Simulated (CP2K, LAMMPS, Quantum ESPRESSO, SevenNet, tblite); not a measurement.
# Bulk modulus two ways: glassy 67P2O5-33MgO (mol %) (80 atoms), SevenNet 0

The cell holds 80 atoms (20 P, 5 Mg and 55 O). Recipe: 80 atoms (20 P, 5 Mg, 55 O) placed at random at 2.73 g/cm³, melted at 4000 K for 10 ps at fixed volume with the Morse and Coulomb pair potential with partial charges (Pedone, Malavasi, Menziani, Cormack and Segre, J. Phys. Chem. B 110, 11780 (2006)). Quenched from 4000 K to 300 K at 25 K/ps and fixed volume, held 5 ps. Then the atoms were relaxed with SevenNet 0 in the fixed cell.

Calculated with SevenNet 0: SevenNet 0, trained on PBE(+U) plane-wave data, no dispersion term. The cell is scaled evenly by ±3 % in volume, and SevenNet 0 relaxes the atoms at each volume before the single point.

| volume (Å³/atom) | energy less the middle row's (meV/atom) | pressure (GPa) |
| --- | --- | --- |
| 11.950 | 6.479 | 3.472 |
| 12.320 | 0.000 | 2.284 |
| 12.689 | -4.099 | 1.206 |

**Question.** Find the bulk modulus at the middle volume from the pressures and from the energies, and check the printed pressure against the slope of the energy (1 meV/Å³ = 0.16022 GPa).

Worked:

The step is h = 0.3696 Å³. From pressures: B = −V dP/dV = 12.320 × (3.472 − (1.206)) / (2 × 0.3696) = 37.8 GPa.

From energies: B = V d²E/dV² = 12.320 × (6.479 + (-4.099)) / 0.3696² = 214.7 meV/Å³ = 34.4 GPa.

Slope: P = −dE/dV = −(-4.099 − (6.479)) / (2 × 0.3696) = 14.3 meV/Å³ = 2.29 GPa, against 2.28 GPa printed.

The two moduli agree within 9 %.

A central difference over ±3 % overstates P by about B(1 + B′)(0.03)²/6, some 0.03 GPa for B′ = 4.

Limits: three points, a static cell at zero temperature, the cell shape held; the modulus is that at 2.3 GPa, not at zero pressure.

[Hosts, paths, dates, database ids (printed as entryN), source tags and the programs' standing remarks are cut or masked in the printed files.]
